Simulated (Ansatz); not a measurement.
## Ba (Im-3m): phonon-mediated transition temperature

Aim: the phonon-mediated transition temperature of Ba (Im-3m) at ambient pressure, over a range of μ*. The cell shown first is a relaxed one, from steps not shown here.

Method: DFT PBE, scalar-relativistic, plane waves, PAW, in Ansatz 0.2.0.

## Step 1: The cell after earlier relaxation steps

The structure is cubic, space group Im-3m (No. 229). Conventional cell: a = 5.013 Å, b = 5.013 Å, c = 5.013 Å, α = 90.00°, β = 90.00°, γ = 90.00°. Ba has 8 Ba at 4.34 Å nearest.

Structure file:

```cif
data_structure
_symmetry_space_group_name_H-M 'Im-3m'
_symmetry_Int_Tables_number 229
_cell_length_a 5.0130
_cell_length_b 5.0130
_cell_length_c 5.0130
_cell_angle_alpha 90.000
_cell_angle_beta 90.000
_cell_angle_gamma 90.000
_cell_volume 125.98
loop_
_atom_site_label
_atom_site_type_symbol
_atom_site_symmetry_multiplicity
_atom_site_Wyckoff_symbol
_atom_site_fract_x
_atom_site_fract_y
_atom_site_fract_z
_atom_site_occupancy
Ba1 Ba 2 a 0.00000 0.00000 0.00000 1
```

## Step 2: Electron–phonon run: q 4×4×4, k 12×12×12, scattering 16×16×16

The run that gives the couplings also evaluates McMillan's and Allen and Dynes's formulas and, where asked, the Eliashberg equations, over a range of μ*.

File input.yaml:

```yaml
crystal:
  lattice:
    - [-2.5065, 2.5065, 2.5065]
    - [2.5065, -2.5065, 2.5065]
    - [2.5065, 2.5065, -2.5065]
  atoms:
    - { symbol: Ba, position: [0.0, 0.0, 0.0] }
kpoints:
  mp_grid: { grid: [12, 12, 12] }
hamiltonian:
  xc: pbe
scf:
  occupations: { method: methfessel_paxton, width: 0.2 }
output:
  eigenvalues: true
phonons:
  method: dfpt
  qmesh: [4, 4, 4]
  temperatures: { t_max: 1000, t_step: 50 }
  qpath:
    path:
      - [[0.0, 0.0, 0.0], [0.5, -0.5, 0.5], [0.0, 0.0, 0.5], [0.0, 0.0, 0.0], [0.25, 0.25, 0.25], [0.5, -0.5, 0.5]]
      - [[0.25, 0.25, 0.25], [0.0, 0.0, 0.5]]
    npoints: 10
  electrical_resistivity:
    mesh: [16, 16, 16]
    temperatures: [20.0, 50.0, 80.0, 100.0, 150.0, 200.0, 273.0, 300.0, 400.0, 500.0, 600.0, 800.0]
  superconductivity: { mesh: [16, 16, 16] }
```

The run is started by

```bash
> ansatz run input.yaml --threads 4 --pin off --max-ram 12288MiB --backend cpu --events-out ev --progress --plain --runs-dir out
```

Numbers of over 12 decimals in the logs are rounded to 6 here.

What it wrote:

```text
Engine: ansatz 0.2.0, aarch64-unknown-linux-gnu
Pseudopotentials: kind: paw
Pseudopotential: Ba, paw, valence charge 10, recommended cutoff 420 eV (normal), Ba.paw.azcp
Functional definition: PBE
  parameter kappa = 0.804
  parameter beta = 0.066725
  exchange = pbe_x(kappa = kappa, mu = beta*pi^2/3)
  correlation = pbe_c(beta = beta)
Crystal: 1 atoms, lattice volume = 62.989 Å³
Basis set: ecut = 420 eV, 1253 PW (Γ), exchange–correlation on 60×60×60 points (8 copies of the dense FFT grid, shifted against one another)
Bands: 9, of which v1, the nominal top of the filled ones, is band 5 counted from 1 (4 counted from 0)
Symmetry: 48 space group operations
k-points: 72 of 1728
Non-local potential: Ba, projectors of the file, l = 0: 3, l = 1: 2, l = 2: 2, l = 3: 2
PAW form: soft (Blöchl's): semilocal exchange-correlation on the pseudo side does not see the compensation charge
PAW one-centre angular grid: Ba, 194 points (default); XC on 64 Gauss nodes
Initial density: superposition of atomic densities (neutral atoms: chi_scale 0, normalization atom), corrected by the library's trained network
Initial wavefunctions: pseudopotential atomic-orbital guess
Functional: x = pbe(κ = 0.804, μ = 0.219515), c = pbe(β = 0.066725)
SCF iter   1: F=—  HF=-5949.539631 eV  |F-HF|=—  |Δ(HF+E_count)|=         —  Δρ=9.99e-4  dr2=9.52e-4  ethr=1.77e-3  ⟨swp⟩=7.2  Hψ=6064  notcnv=0
preconditioner: auto → Kerker (q_TF=auto, 2.008 Å⁻¹)  [metal: Δε(μ)=0.015 eV  Ē_g=2.783 eV  σ=0.200 eV  W_gap=0.06  n_scr=12 (ndim 8)  ℏωp=6.6 eV  f_vac=0.000  D(μ)=1.26/eV (n_scr^D=12)]
SCF iter   2: F=—  HF=-5949.539645 eV  |F-HF|=—  |Δ(HF+E_count)|=   1.37e-5  S|Δr|=    0.00e0  Δρ=7.06e-4  dr2=5.07e-4  ethr=9.52e-6  ⟨swp⟩=2.3  Hψ=1467  notcnv=0
SCF iter   3: F=—  HF=-5949.539645 eV  |F-HF|=—  |Δ(HF+E_count)|=   3.00e-7  S|Δr|=    0.00e0  Δρ=1.24e-4  dr2=1.19e-5  ethr=5.07e-6  ⟨swp⟩=2.9  Hψ=1005  notcnv=0
SCF iter   4: F=—  HF=-5949.539648 eV  |F-HF|=—  |Δ(HF+E_count)|=   3.50e-6  S|Δr|=    0.00e0  Δρ=5.97e-5  dr2=1.32e-6  ethr=1.19e-7  ⟨swp⟩=2.6  Hψ=1037  notcnv=0
SCF iter   5: F=—  HF=-5949.539649 eV  |F-HF|=—  |Δ(HF+E_count)|=   8.52e-7  S|Δr|=    0.00e0  Δρ=8.44e-6  dr2=5.57e-8  ethr=1.32e-8  ⟨swp⟩=2.0  Hψ=955  notcnv=0
SCF iter   6: F=—  HF=-5949.539649 eV  |F-HF|=—  |Δ(HF+E_count)|=   1.74e-8  S|Δr|=    0.00e0  Δρ=1.60e-6  dr2=1.92e-9  ethr=5.57e-10  ⟨swp⟩=2.8  Hψ=969  notcnv=0
SCF iter   7: F=—  HF=-5949.539649 eV  |F-HF|=—  |Δ(HF+E_count)|=   1.57e-9  S|Δr|=    0.00e0  Δρ=4.07e-7  dr2=1.26e-10  ethr=1.92e-11  ⟨swp⟩=2.9  Hψ=1047  notcnv=0
SCF iter   8: F=-5949.539649 eV  HF=-5949.539649 eV  |F-HF|=2.73e-12  |Δ(HF+E_count)|=  1.70e-10  S|Δr|=    0.00e0  Δρ=1.08e-7  dr2=5.31e-12  ethr=1.00e-12  ⟨swp⟩=6.0  Hψ=2821  notcnv=0
SCF 1 converged in 8 iterations: F = -5949.539649 eV  dr2 = 5.31e-12
  greatest PAW one-centre occupation: 0.959 electrons in one spin orbital (limit 2), on the Ba atom at site 0 (counted from 0), in its partial waves of l = 0
NSCF: frozen V_eff on 72 k-points
NSCF: frozen V_eff on 163 k-points
DFPT response loops at q = (0, 0, 0) (fractional): preconditioner auto → Kerker (q_TF=auto, 2.008 Å⁻¹) (partly filled bands, converged f_vac=0.000); β = 1.00, the filter's whole step (`scf.mixing.beta` (0.50) is not read by the response loops under this deck's `scf.mixing.preconditioner`; to damp them name `kerker` or `kerker_dos`, under which they read `scf.mixing.beta`, and type it under 1.00, their step now; both keys bind the ground state too); Broyden in place of MSR1
NSCF: frozen V_eff on 1872 k-points
DFPT response loops at q = (0, 0, 0.25) (fractional): mixed as the last ones told, above
NSCF: frozen V_eff on 952 k-points
DFPT response loops at q = (0, 0, -0.5) (fractional): mixed as the last ones told, above
NSCF: frozen V_eff on 3456 k-points
DFPT response loops at q = (0, 0.25, 0.25) (fractional): mixed as the last ones told, above
NSCF: frozen V_eff on 524 k-points
DFPT response loops at q = (0.25, 0.25, 0.25) (fractional): mixed as the last ones told, above
NSCF: frozen V_eff on 1020 k-points
DFPT response loops at q = (0.25, 0.25, -0.25) (fractional): mixed as the last ones told, above
NSCF: frozen V_eff on 1872 k-points
DFPT response loops at q = (0.25, -0.5, -0.5) (fractional): mixed as the last ones told, above
NSCF: frozen V_eff on 326 k-points
DFPT response loops at q = (-0.5, -0.5, -0.5) (fractional): mixed as the last ones told, above
SCF iter   1: F=—  HF=-5949.539631 eV  |F-HF|=—  |Δ(HF+E_count)|=         —  Δρ=9.99e-4  dr2=9.52e-4  ethr=1.77e-3  ⟨swp⟩=7.2  Hψ=6064  notcnv=0
SCF iter   2: F=—  HF=-5949.539645 eV  |F-HF|=—  |Δ(HF+E_count)|=   1.37e-5  S|Δr|=    0.00e0  Δρ=7.06e-4  dr2=5.07e-4  ethr=9.52e-6  ⟨swp⟩=2.3  Hψ=1467  notcnv=0
SCF iter   3: F=—  HF=-5949.539645 eV  |F-HF|=—  |Δ(HF+E_count)|=   3.00e-7  S|Δr|=    0.00e0  Δρ=1.24e-4  dr2=1.19e-5  ethr=5.07e-6  ⟨swp⟩=2.9  Hψ=1005  notcnv=0
SCF iter   4: F=—  HF=-5949.539648 eV  |F-HF|=—  |Δ(HF+E_count)|=   3.50e-6  S|Δr|=    0.00e0  Δρ=5.97e-5  dr2=1.32e-6  ethr=1.19e-7  ⟨swp⟩=2.6  Hψ=1037  notcnv=0
SCF iter   5: F=—  HF=-5949.539649 eV  |F-HF|=—  |Δ(HF+E_count)|=   8.52e-7  S|Δr|=    0.00e0  Δρ=8.44e-6  dr2=5.57e-8  ethr=1.32e-8  ⟨swp⟩=2.0  Hψ=955  notcnv=0
SCF iter   6: F=—  HF=-5949.539649 eV  |F-HF|=—  |Δ(HF+E_count)|=   1.74e-8  S|Δr|=    0.00e0  Δρ=1.60e-6  dr2=1.92e-9  ethr=5.57e-10  ⟨swp⟩=2.8  Hψ=969  notcnv=0
SCF iter   7: F=—  HF=-5949.539649 eV  |F-HF|=—  |Δ(HF+E_count)|=   1.57e-9  S|Δr|=    0.00e0  Δρ=4.07e-7  dr2=1.26e-10  ethr=1.92e-11  ⟨swp⟩=2.9  Hψ=1047  notcnv=0
SCF iter   8: F=-5949.539649 eV  HF=-5949.539649 eV  |F-HF|=9.09e-13  |Δ(HF+E_count)|=  1.70e-10  S|Δr|=    0.00e0  Δρ=1.08e-7  dr2=5.33e-12  ethr=1.00e-12  ⟨swp⟩=2.9  Hψ=1527  notcnv=0
SCF 2 converged in 8 iterations: F = -5949.539649 eV  dr2 = 5.33e-12
NSCF: frozen V_eff on 72 k-points
NSCF: frozen V_eff on 72 k-points
[...]
SCF converged after 8 iterations
Stability not checked: this state was not tested for a lower state beside it, because cold or Methfessel-Paxton smearing, or corrected tetrahedra, fill the levels in a way that the test cannot read (fill_not_monotonic; see scf.lower_state_search)
Free energy (F): -5949.539649 eV
Harris-Foulkes:  -5949.539649 eV  (|F-HF|=2.73e-12)
Internal energy: -5949.540851 eV  (E = F + TS)
E sigma→0 (E₀):  -5949.539949 eV
Entropy (-TS):   0.001202 eV (1.202 meV/atom)
Fermi energy:    5.823469 eV
--- Per-component energies (eV) ---
  E_band       = -84.895006
  E_kinetic    = 166.376292
  E_local      = -376.982135  (includes V_loc(G=0)·N_el)
  E_nonlocal   = 57.097007
  E_hartree    = 118.972942
[...]
600.00      6.1277e1              no      6.1277e1      6.1277e1      6.1277e1        7.0904e1          6.0931e1
    800.00      8.3703e1              no      8.3703e1      8.3703e1      8.3703e1        9.8298e1          8.2767e1
  mean free path at 20 K (of a tensor a third of its trace): 535 nm by what each carries, 338 by the Fermi surface alone
  Hall coefficient in a weak field at 20 K (a third of the trace): 1.706e-9 m³/C (as a tensor it moves by 11.9 % between the two finest meshes); by each state's relaxation time: 1.864e-9 m³/C; by a constant relaxation time: 8.884e-10 m³/C
  mean free path at 50 K (of a tensor a third of its trace): 84.9 nm by what each carries, 61.3 by the Fermi surface alone
  Hall coefficient in a weak field at 50 K (a third of the trace): 1.450e-9 m³/C (as a tensor it moves by 11.7 % between the two finest meshes); by each state's relaxation time: 1.607e-9 m³/C; by a constant relaxation time: 8.926e-10 m³/C
  mean free path at 80 K (of a tensor a third of its trace): 47.0 nm by what each carries, 34.5 by the Fermi surface alone
  Hall coefficient in a weak field at 80 K (a third of the trace): 1.417e-9 m³/C (as a tensor it moves by 11.8 % between the two finest meshes); by each state's relaxation time: 1.563e-9 m³/C; by a constant relaxation time: 8.927e-10 m³/C
  mean free path at 100 K (of a tensor a third of its trace): 36.6 nm by what each carries, 27.0 by the Fermi surface alone
  Hall coefficient in a weak field at 100 K (a third of the trace): 1.410e-9 m³/C (as a tensor it moves by 11.8 % between the two finest meshes); by each state's relaxation time: 1.553e-9 m³/C; by a constant relaxation time: 8.923e-10 m³/C
  mean free path at 150 K (of a tensor a third of its trace): 23.8 nm by what each carries, 17.6 by the Fermi surface alone
  Hall coefficient in a weak field at 150 K (a third of the trace): 1.406e-9 m³/C (as a tensor it moves by 11.4 % between the two finest meshes); by each state's relaxation time: 1.545e-9 m³/C; by a constant relaxation time: 8.918e-10 m³/C
  mean free path at 200 K (of a tensor a third of its trace): 17.7 nm by what each carries, 13.0 by the Fermi surface alone
  Hall coefficient in a weak field at 200 K (a third of the trace): 1.408e-9 m³/C (as a tensor it moves by 10.7 % between the two finest meshes); by each state's relaxation time: 1.544e-9 m³/C; by a constant relaxation time: 8.916e-10 m³/C
  mean free path at 273 K (of a tensor a third of its trace): 12.8 nm by what each carries, 9.46 by the Fermi surface alone
  Hall coefficient in a weak field at 273 K (a third of the trace): 1.415e-9 m³/C (as a tensor it moves by 9.5 % between the two finest meshes); by each state's relaxation time: 1.545e-9 m³/C; by a constant relaxation time: 8.906e-10 m³/C
  mean free path at 300 K (of a tensor a third of its trace): 11.7 nm by what each carries, 8.58 by the Fermi surface alone
  Hall coefficient in a weak field at 300 K (a third of the trace): 1.418e-9 m³/C (as a tensor it moves by 9.0 % between the two finest meshes); by each state's relaxation time: 1.546e-9 m³/C; by a constant relaxation time: 8.899e-10 m³/C
  mean free path at 400 K (of a tensor a third of its trace): 8.66 nm by what each carries, 6.36 by the Fermi surface alone
  Hall coefficient in a weak field at 400 K (a third of the trace): 1.434e-9 m³/C (as a tensor it moves by 7.3 % between the two finest meshes); by each state's relaxation time: 1.552e-9 m³/C; by a constant relaxation time: 8.849e-10 m³/C
  mean free path at 500 K (of a tensor a third of its trace): 6.87 nm by what each carries, 5.02 by the Fermi surface alone
  Hall coefficient in a weak field at 500 K (a third of the trace): 1.452e-9 m³/C (as a tensor it moves by 5.6 % between the two finest meshes); by each state's relaxation time: 1.556e-9 m³/C; by a constant relaxation time: 8.760e-10 m³/C
  mean free path at 600 K (of a tensor a third of its trace): 5.67 nm by what each carries, 4.13 by the Fermi surface alone
  Hall coefficient in a weak field at 600 K (a third of the trace): 1.468e-9 m³/C (as a tensor it moves by 4.0 % between the two finest meshes); by each state's relaxation time: 1.558e-9 m³/C; by a constant relaxation time: 8.629e-10 m³/C
  mean free path at 800 K (of a tensor a third of its trace): 4.17 nm by what each carries, 3.03 by the Fermi surface alone
  Hall coefficient in a weak field at 800 K (a third of the trace): 1.483e-9 m³/C (as a tensor it moves by 1.7 % between the two finest meshes); by each state's relaxation time: 1.541e-9 m³/C; by a constant relaxation time: 8.252e-10 m³/C
  the resistivity times a path that all electrons share, by the Fermi surface of the deck's mesh alone (a third of the trace): 2.532e-15 Ω·m²
  not converged in the mesh (λ; λ_tr; the resistivity at 20 K by 21.93 %; the resistivity at 50 K by 19.63 %; the resistivity at 80 K by 19.01 %; the resistivity at 100 K by 18.74 %; the resistivity at 150 K by 18.06 %; the resistivity at 200 K by 17.31 %; the resistivity at 273 K by 16.16 %; the resistivity at 300 K by 15.72 %; the resistivity at 400 K by 14.16 %; the resistivity at 500 K by 12.71 %; the resistivity [...]
  vibrations of 64 cells: unjudged by the run; compare a larger repeat
  the changes of the potential over all sites missed a rigid shift's by 0.00 % (the site terms' by 0.01 %)
  at the force constants' own smearing the fine mesh and the k-points of their solves give squared frequencies that differ by 2.6 % of the larger at the most, at (0, 0, -0.5)
--- Superconductivity: potentials and phonons of a 4×4×4 supercell ---
           mesh         λ    ħω_log (meV)  μ* declared at (meV)
       16×16×16    0.2379           4.876                5.613
          8×8×8    0.2245           4.592                5.367
          4×4×4    0.1285           4.488                5.257
  λ by the species' shares of the modes' patterns: Ba 0.2379
  with the Fermi level up to 9.3 meV (the hardest mode) off, states and modes as they are: density of states 0.5913 to 0.6083 /eV of one spin and cell, λ 0.2318 to 0.2393
  transition temperature on the deck's mesh (K), isotropic and anisotropic, restricted to the Fermi surface (FSR) and over the full bandwidth (FBW), and the last with the density of states resolved in a narrower window:
        μ*   McMillan   Allen–Dynes      iso. FSR      iso. FBW    aniso. FSR    aniso. FBW  narrow window
      0.08      0.007         0.007    none_found    none_found    none_found    none_found     none_found
      0.10      0.001         0.001    none_found    none_found    none_found    none_found     none_found
      0.12      0.000         0.000    none_found    none_found    none_found    none_found     none_found
      0.13      0.000         0.000    none_found    none_found    none_found    none_found     none_found
      0.14      0.000         0.000    none_found    none_found    none_found    none_found     none_found
      0.16      0.000         0.000    none_found    none_found    none_found    none_found     none_found
      0.20      0.000         0.000    none_found    none_found    none_found    none_found     none_found
  none_found: no transition down to 0.1 K
  isotope coefficients −∂ln Tc/∂ln M under μ* = 0.13, the force constants as they are, of the isotropic transitions restricted to the Fermi surface and over the full bandwidth: Ba - and -
  not converged in the mesh (λ): between neighbouring meshes, the two finest first, λ moves by 5.63 % and 42.79 % and the anisotropic transition temperature over the full bandwidth at μ* = 0.13 by nothing (neither mesh has one) and nothing (neither mesh has one); converged means that the two finest part by at most 2.00 % and 5.00 %
  vibrations of 64 cells: unjudged by the run; compare a larger repeat
  the changes of the potential over all sites missed a rigid shift's by 0.00 % (the site terms' by 0.01 %)
  at the force constants' own smearing the fine mesh and the k-points of their solves give squared frequencies that differ by 2.6 % of the larger at the most, at (0, 0, -0.5)
```

The job ended after 6.8 min (4 threads of Arm Neoverse V1, shared host; peak memory 8.9 GiB).

This step gave:

```yaml
volume_per_atom: 62.99 Å³
metallic_on_mesh: yes
gap_on_the_k_mesh: 0 eV
zero_point_energy: 0.009402 eV/cell
share_of_imaginary_modes_in_the_plain_interpolation_between_solved_wavevectors: 0
highest_frequency_solved_or_plainly_interpolated: 75.2 cm⁻¹
debye_temperature_second_moment: 99 K
resistivity_at_300_k: 29.5 μΩ cm
coupling_constant_lambda: 0.2379
density_of_states_at_the_fermi_level: 0.6014 states/eV a spin and cell
log_mean_phonon_energy_omega_log: 4.876 meV
transport_coupling_constant_lambda_tr: 0.2188, 0.2188, 0.2188 (xx, yy, zz)
drude_plasma_energy: 2.801, 2.801, 2.801 eV (xx, yy, zz)
resistivity_times_mean_free_path: 25.32, 25.32, 25.32 × 10⁻¹⁶ Ω m² (xx, yy, zz)
second_moment_phonon_energy_omega: 5.613 meV
coupling_lambda_by_branch: 0.141, 0.0543, 0.0426 (branches by rank of frequency)
```

An empty cell: under 1 mK by a formula, or no transition down to the floor of the Eliashberg search. Transition temperatures:

| μ* | McMillan Tc (K) | Allen–Dynes Tc (K) |
| --- | --- | --- |
| 0.08 | 0.00704 | 0.00709 |
| 0.1 | 0.00136 | 0.00137 |
| 0.12 | - | - |
| 0.13 | - | - |
| 0.14 | - | - |
| 0.16 | - | - |
| 0.2 | - | - |

[end of part 1 of 2]

[Logs are printed without paths, hosts, clocks, repeated set-up lines and the standing remarks that a program may print on its own settings, such as how far it seeks lower states.]

[Hosts, paths, dates, database ids (printed as entryN), source tags and the programs' standing remarks are cut or masked in the printed files.]
